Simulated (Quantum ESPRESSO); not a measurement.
## NaP3 (Pm-3m): zone-centre phonons

Aim: the zone-centre modes of NaP3 (Pm-3m).

Program: Quantum ESPRESSO 7.5. Level of theory: DFT LDA, scalar-relativistic, plane waves, GBRV ultrasoft pseudopotentials. Results are calculated unless marked as measured.

The structure was built from a prototype and need not be the compound's stable phase.

### Step 1. Starting point

The structure is cubic, space group Pm-3m (No. 221). Conventional cell: a = 3.650 Å, b = 3.650 Å, c = 3.650 Å, α = 90.00°, β = 90.00°, γ = 90.00°. Nearest to Na lie 12 P at 2.58 Å. Nearest to P lie 4 Na at 2.58 Å and 8 P at 2.58 Å. Farther neighbours are not listed.

### Step 2. A first look

Before anything dear is run, a loose run with smearing shows whether this is a metal and how far the cell is from rest.

probe.in reads:

```
&CONTROL
  calculation = 'scf'
  prefix      = 'x'
  outdir      = './tmp'
  pseudo_dir  = './pseudo'
  tprnfor     = .true.
  tstress     = .true.
  verbosity   = 'high'
/
&SYSTEM
  ibrav       = 1
  celldm(1)   = 6.89827514
  nat         = 4
  ntyp        = 2
  ecutwfc     = 45.0
  ecutrho     = 270.0
  occupations = 'smearing'
  smearing    = 'gaussian'
  degauss     = 0.01
/
&ELECTRONS
  conv_thr         = 1.0d-07
  mixing_beta      = 0.7
  electron_maxstep = 100
/
ATOMIC_SPECIES
 Na     22.9898  Na.upf
 P      30.9738  P.upf
ATOMIC_POSITIONS crystal
 Na     0.000000000   0.000000000   0.000000000
 P      0.000000000   0.500000000   0.500000000
 P      0.500000000   0.500000000   0.000000000
 P      0.500000000   0.000000000   0.500000000
K_POINTS automatic
 6 6 6 0 0 0
```

Started as:

```
> OMP_NUM_THREADS=1 mpirun -n 4 pw.x -nk 4 -in probe.in > probe.out
```

Output:

```text
[banners, grids, parts of the stress and lines that vanish by symmetry left out]
Program PWSCF v.7.5
     bravais-lattice index     =            1
     lattice parameter (alat)  =       6.8983  a.u.
[...]
kinetic-energy cutoff     =      45.0000  Ry
     charge density cutoff     =     270.0000  Ry
     scf convergence threshold =      1.0E-07
[...]
Exchange-correlation=  SLA  PZ   NOGX NOGC
                           (   1   1   0   0   0   0   0)
[...]
48 Sym. Ops., with inversion, found
[...]
(     0          1          0      )
                  (     0          0          1      )
[...]
(  0.0000000  1.0000000  0.0000000 )
                  (  0.0000000  0.0000000  1.0000000 )
[...]
(     0         -1          0      )
                  (     0          0          1      )
[...]
(     1          0          0      )
[...]
( -1.0000000  0.0000000  0.0000000 )
                  (  0.0000000  1.0000000  0.0000000 )
[...]
number of k points=    20  Gaussian smearing, width (Ry)=  0.0100
[...]
End of self-consistent calculation
[...]
the Fermi energy is    12.3576 ev
!    total energy              =    -141.65737812 Ry
[...]
convergence has been achieved in   5 iterations
[...]
atom    1 type  1   force =     0.00000000    0.00000000    0.00000000
     atom    2 type  2   force =     0.00000000    0.00000000    0.00000000
     atom    3 type  2   force =     0.00000000    0.00000000    0.00000000
     atom    4 type  2   force =     0.00000000    0.00000000    0.00000000
[...]
Total force =     0.000000     Total SCF correction =     0.000000
[...]
total   stress  (Ry/bohr**3)                   (kbar)     P=      281.62
[...]
XML data file, charge density, pseudopotentials, collected wavefunctions

   JOB DONE.
```

Wall time 2.7 s (4 MPI ranks of Arm Neoverse V2, shared host); 10 s of CPU time.

This step gave:

| Quantity | Value |
| --- | --- |
| volume per atom | 12.16 Å³ |
| pressure | 28.16 GPa |
| gap on the k-mesh | 0 eV |

No gap opens on this mesh, so smearing is kept; the start stands at 28 GPa.

### Step 3. Relaxing the cell and atoms

The harmonic expansion starts where the forces on the atoms vanish, and stress shifts the frequencies, so cell and atoms are relaxed with tight thresholds.

relax.in reads:

```
&CONTROL
  calculation   = 'vc-relax'
  prefix        = 'x'
  outdir        = './tmp'
  pseudo_dir    = './pseudo'
  tprnfor       = .true.
  tstress       = .true.
  forc_conv_thr = 2.0d-05
  etot_conv_thr = 1.0d-07
  nstep         = 40
/
&SYSTEM
  ibrav       = 1
  celldm(1)   = 6.89827514
  nat         = 4
  ntyp        = 2
  ecutwfc     = 45.0
  ecutrho     = 270.0
  occupations = 'smearing'
  smearing    = 'mv'
  degauss     = 0.02
/
&ELECTRONS
  conv_thr         = 1.0d-11
  mixing_beta      = 0.7
  electron_maxstep = 100
/
&IONS
/
&CELL
  press_conv_thr = 0.2
/
ATOMIC_SPECIES
 Na     22.9898  Na.upf
 P      30.9738  P.upf
ATOMIC_POSITIONS crystal
 Na     0.000000000   0.000000000   0.000000000
 P      0.000000000   0.500000000   0.500000000
 P      0.500000000   0.500000000   0.000000000
 P      0.500000000   0.000000000   0.500000000
K_POINTS automatic
 8 8 8 0 0 0
```

Started as:

```
> OMP_NUM_THREADS=1 mpirun -n 4 pw.x -nk 4 -in relax.in > relax.out
```

Output:

```text
[banners, grids, parts of the stress and lines that vanish by symmetry left out]
[banner, memory and clock lines left out]
Program PWSCF v.7.5

[...]
kinetic-energy cutoff     =      45.0000  Ry
     charge density cutoff     =     270.0000  Ry
     scf convergence threshold =      1.0E-11
[...]
energy convergence thresh.=      1.0E-07
     force convergence thresh. =      2.0E-05
     press convergence thresh. =      2.0E-01
     Exchange-correlation=  SLA  PZ   NOGX NOGC
                           (   1   1   0   0   0   0   0)
[...]
48 Sym. Ops., with inversion, found
[...]
number of k points=    35  Marzari-Vanderbilt smearing, width (Ry)=  0.0200
[...]
End of self-consistent calculation
[...]
the Fermi energy is    12.6161 ev
!    total energy              =    -141.66781566 Ry
[...]
convergence has been achieved in   8 iterations
[...]
atom    1 type  1   force =     0.00000000    0.00000000    0.00000000
     atom    2 type  2   force =     0.00000000    0.00000000    0.00000000
     atom    3 type  2   force =     0.00000000    0.00000000    0.00000000
     atom    4 type  2   force =     0.00000000    0.00000000    0.00000000
     Total force =     0.000000     Total SCF correction =     0.000000
[...]
total   stress  (Ry/bohr**3)                   (kbar)     P=      272.64
[...]
number of bfgs steps    =   0
[...]
CELL_PARAMETERS (alat=  6.89827514)
[...]
ATOMIC_POSITIONS (crystal)
Na               0.0000000000        0.0000000000        0.0000000000
P                0.0000000000        0.5000000000        0.5000000000
P                0.5000000000        0.5000000000        0.0000000000
P                0.5000000000        0.0000000000        0.5000000000
[...]
New effective cutoffs (rho, wfc):  246.28   41.09
[...]
End of self-consistent calculation
[...]
the Fermi energy is    10.2698 ev
!    total energy              =    -141.72199778 Ry
[...]
convergence has been achieved in   8 iterations
[...]
atom    1 type  1   force =     0.00000000    0.00000000    0.00000000
     atom    2 type  2   force =     0.00000000    0.00000000    0.00000000
     atom    3 type  2   force =     0.00000000    0.00000000    0.00000000
     atom    4 type  2   force =     0.00000000    0.00000000    0.00000000
     Total force =     0.000000     Total SCF correction =     0.000000
[...]
total   stress  (Ry/bohr**3)                   (kbar)     P=       78.71
[...]
number of bfgs steps    =   1
[...]
CELL_PARAMETERS (alat=  6.89827514)
[...]
ATOMIC_POSITIONS (crystal)
[...]
New effective cutoffs (rho, wfc):  236.50   39.45
[...]
End of self-consistent calculation
[...]
the Fermi energy is     9.3330 ev
!    total energy              =    -141.72953681 Ry
[...]
convergence has been achieved in   8 iterations
[...]
atom    1 type  1   force =     0.00000000    0.00000000    0.00000000
     atom    2 type  2   force =     0.00000000    0.00000000    0.00000000
     atom    3 type  2   force =     0.00000000    0.00000000    0.00000000
     atom    4 type  2   force =     0.00000000    0.00000000    0.00000000
     Total force =     0.000000     Total SCF correction =     0.000000
[...]
total   stress  (Ry/bohr**3)                   (kbar)     P=       18.46
[...]
number of bfgs steps    =   2
[...]
CELL_PARAMETERS (alat=  6.89827514)
[...]
ATOMIC_POSITIONS (crystal)
[...]
New effective cutoffs (rho, wfc):  233.46   38.95
[...]
End of self-consistent calculation
[...]
the Fermi energy is     9.0540 ev
!    total energy              =    -141.73007964 Ry
[...]
convergence has been achieved in   8 iterations
[...]
atom    1 type  1   force =     0.00000000    0.00000000    0.00000000
     atom    2 type  2   force =     0.00000000    0.00000000    0.00000000
[...]
Total force =     0.000000     Total SCF correction =     0.000000
[...]
total   stress  (Ry/bohr**3)                   (kbar)     P=        2.24
[...]
number of bfgs steps    =   3
[...]
CELL_PARAMETERS (alat=  6.89827514)
[...]
ATOMIC_POSITIONS (crystal)
[...]
New effective cutoffs (rho, wfc):  233.04   38.88
[...]
End of self-consistent calculation
[...]
the Fermi energy is     9.0156 ev
!    total energy              =    -141.73008831 Ry
[...]
convergence has been achieved in   6 iterations
[...]
Total force =     0.000000     Total SCF correction =     0.000000
[...]
total   stress  (Ry/bohr**3)                   (kbar)     P=        0.07
[...]
number of bfgs steps    =   4
[...]
CELL_PARAMETERS (alat=  6.89827514)
[...]
ATOMIC_POSITIONS (crystal)
[...]
New effective cutoffs (rho, wfc):  233.03   38.88
[...]
End of self-consistent calculation
[...]
the Fermi energy is     9.0143 ev
!    total energy              =    -141.73008832 Ry
[...]
convergence has been achieved in   4 iterations
[...]
atom    1 type  1   force =     0.00000000    0.00000000    0.00000000
     atom    2 type  2   force =     0.00000000    0.00000000    0.00000000
     atom    3 type  2   force =     0.00000000    0.00000000    0.00000000
     atom    4 type  2   force =     0.00000000    0.00000000    0.00000000
     Total force =     0.000000     Total SCF correction =     0.000000
[...]
total   stress  (Ry/bohr**3)                   (kbar)     P=        0.00
[...]
bfgs converged in   6 scf cycles and   5 bfgs steps
[...]
End of BFGS Geometry Optimization
     Final enthalpy           =    -141.7300883208 Ry
     File ./tmp/x.bfgs deleted, as requested
[...]
CELL_PARAMETERS (alat=  6.89827514)
[...]
ATOMIC_POSITIONS (crystal)
[...]
P                0.5000000000        0.5000000000        0.0000000000
P                0.5000000000        0.0000000000        0.5000000000
[...]
Final scf calculation at the relaxed structure.
[...]
kinetic-energy cutoff     =      45.0000  Ry
     charge density cutoff     =     270.0000  Ry
     scf convergence threshold =      1.0E-13
[...]
press convergence thresh. =      2.0E-01
     Exchange-correlation=  SLA  PZ   NOGX NOGC
                           (   1   1   0   0   0   0   0)
[...]
48 Sym. Ops., with inversion, found
[...]
number of k points=    35  Marzari-Vanderbilt smearing, width (Ry)=  0.0200
[...]
c_bands:  1 eigenvalues not converged
[...]
End of self-consistent calculation
[...]
the Fermi energy is     9.0141 ev
!    total energy              =    -141.73022268 Ry
[...]
convergence has been achieved in  10 iterations
[...]
atom    1 type  1   force =     0.00000000    0.00000000    0.00000000
     atom    2 type  2   force =     0.00000000    0.00000000    0.00000000
     atom    3 type  2   force =     0.00000000    0.00000000    0.00000000
     atom    4 type  2   force =     0.00000000    0.00000000    0.00000000
     Total force =     0.000000     Total SCF correction =     0.000000
[...]
total   stress  (Ry/bohr**3)                   (kbar)     P=       -0.05
[...]
XML data file, charge density, pseudopotentials, collected wavefunctions
```

Run time: 26 s. Hardware: 4 MPI ranks; 1.7 min of CPU time.

The steps of the relaxation:

```tsv
step	energy less that of the first step (eV)	largest force (eV/Å)	pressure (GPa)	volume (Å³)
1	0.0000	0.0000	27.26	48.64
2	-0.7372	0.0000	7.87	55.72
3	-0.8398	0.0000	1.85	59.21
4	-0.8471	0.0000	0.22	60.37
5	-0.8473	0.0000	0.01	60.54
6	-0.8473	0.0000	0.00	60.54
7	-0.8491	0.0000	-0.01	60.54
```

```tsv
conventional cell, symmetrised	before	after	change
a (Å)	3.650	3.927	+7.6 %
b (Å)	3.650	3.927	+7.6 %
c (Å)	3.650	3.927	+7.6 %
volume (Å³/atom)	12.16	15.14	+24.5 %
```

The relaxed structure:

```
Na P
1.0
     3.92663    0.00000    0.00000
     0.00000    3.92663    0.00000
     0.00000    0.00000    3.92663
Na P
1 3
Direct
  0.00000 0.00000 0.00000
  0.00000 0.50000 0.50000
  0.50000 0.50000 0.00000
  0.50000 0.00000 0.50000
```

The last row of the table of steps is pw.x's closing run on a basis chosen anew for the final cell, so its energy can jump.

Numbers from this step:

```yaml
volume_per_atom: 15.14 Å³
pressure: -0.005 GPa
```

The volume changes by +24.5 % from the cell with which this run began.

### Step 4. Ground state

The response is built on this ground state, so it is converged far tighter than an energy would need. Smearing stays on, as the first look found no gap above 0.3 eV.

scf.in reads:

```
&CONTROL
  calculation = 'scf'
  prefix      = 'x'
  outdir      = './tmp'
  pseudo_dir  = './pseudo'
  tprnfor     = .true.
  tstress     = .true.
/
&SYSTEM
  ibrav       = 1
  celldm(1)   = 7.42025228
  nat         = 4
  ntyp        = 2
  ecutwfc     = 45.0
  ecutrho     = 270.0
  occupations = 'smearing'
  smearing    = 'mv'
  degauss     = 0.02
/
&ELECTRONS
  conv_thr         = 1.0d-12
  mixing_beta      = 0.7
  electron_maxstep = 100
/
ATOMIC_SPECIES
 Na     22.9898  Na.upf
 P      30.9738  P.upf
ATOMIC_POSITIONS crystal
 Na     0.000000000   0.000000000   0.000000000
 P      0.000000000   0.500000000   0.500000000
 P      0.500000000   0.500000000   0.000000000
 P      0.500000000   0.000000000   0.500000000
K_POINTS automatic
 8 8 8 0 0 0
```

Started as:

```
> OMP_NUM_THREADS=1 mpirun -n 4 pw.x -nk 4 -in scf.in > scf.out
```

Output:

```text
[banners, grids, parts of the stress and lines that vanish by symmetry left out]
[banner, memory and clock lines left out]
Program PWSCF v.7.5

[...]
kinetic-energy cutoff     =      45.0000  Ry
     charge density cutoff     =     270.0000  Ry
     scf convergence threshold =      1.0E-12
[...]
Exchange-correlation=  SLA  PZ   NOGX NOGC
                           (   1   1   0   0   0   0   0)
[...]
48 Sym. Ops., with inversion, found
[...]
number of k points=    35  Marzari-Vanderbilt smearing, width (Ry)=  0.0200
[...]
End of self-consistent calculation
[...]
the Fermi energy is     9.0141 ev
!    total energy              =    -141.73022268 Ry
[...]
convergence has been achieved in   8 iterations
[...]
atom    1 type  1   force =     0.00000000    0.00000000    0.00000000
     atom    2 type  2   force =     0.00000000    0.00000000    0.00000000
     atom    3 type  2   force =     0.00000000    0.00000000    0.00000000
     atom    4 type  2   force =     0.00000000    0.00000000    0.00000000
     Total force =     0.000000     Total SCF correction =     0.000000
[...]
total   stress  (Ry/bohr**3)                   (kbar)     P=       -0.05
[...]
XML data file, charge density, pseudopotentials, collected wavefunctions
```

Wall time 5.2 s (4 MPI ranks).

The cell stands at -0.005 GPa, close enough for phonons.

(Continued in part 2 of 2.)

[Host names and launcher messages were left out of these logs when they were recorded.]

[Logs are printed without paths, hosts, clocks, repeated set-up lines and the standing remarks that a program may print on its own settings, such as how far it seeks lower states.]

[Hosts, paths, dates, database ids (printed as entryN), source tags and the programs' standing remarks are cut or masked in the printed files.]
